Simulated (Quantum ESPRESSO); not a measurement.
# Calculated records

```
MnO2: which magnetic order is lowest
1.0
     0.00000    4.01999    4.01999
     4.01999    0.00000    4.01999
     4.01999    4.01999    0.00000
Mn O
4 8
Direct
  0.62500 0.12500 0.62500
  0.12500 0.62500 0.62500
  0.62500 0.62500 0.12500
  0.62500 0.62500 0.62500
  0.83286 0.38905 0.38905
  0.38905 0.83286 0.38905
  0.38905 0.38905 0.38905
  0.38905 0.38905 0.83286
  0.86095 0.41714 0.86095
  0.41714 0.86095 0.86095
  0.86095 0.86095 0.41714
  0.86095 0.86095 0.86095
# method: PBEsol; plane waves with GBRV 1.5 PBEsol potentials, no spin-orbit coupling, projections on orthogonalised atomic orbitals (and 2 further levels or steps)
# program: Quantum ESPRESSO 7.5
# settings of one run: GBRV 1.5 PBEsol, potential files Mn: mn_pbesol_v1.5.uspp.F.UPF, O: o_pbesol_v1.2.uspp.F.UPF, cutoff 544.23 eV, 4×4×4 k-mesh, 78 bands, fermi-dirac occupations, smearing width 0.05 eV, collinear spin, SCF threshold 2.40e-8, starting moments 4.5 4.5 4.5 -4.5 0 0 0 0 0 0 0 0 μB
# cost: 5 runs, 7.6 min in all on 4 MPI ranks of Arm Neoverse N1, shared host (the runs of this entry)
# notes: Only these 3 starts were compared; other wavevectors, canted and longer-period orders were not. No Hubbard term acts here. In such compounds local and semilocal functionals without one often delocalise the d electrons, and can shrink or lose moments and miss the size, sign and order of the couplings.
# lowest state found: ferrimagnetic (from ferri +++-)
# largest site moment: 2.45 μB
# next state with moments: antiferromagnetic, 0.715 meV a seeded atom higher
```

[Logs and program files are shortened in this print: banners, set-up blocks, solver, clock and traceback lines can be left out without a mark of their own.]

[Logs are printed without paths, hosts, clocks, repeated set-up lines and the standing remarks that a program may print on its own settings, such as how far it seeks lower states.]

[Hosts, paths, dates, database ids (printed as entryN), source tags and the programs' standing remarks are cut or masked in the printed files.]

[Where a cell is said to come from a database of computed structures, the database is the Materials Project.]
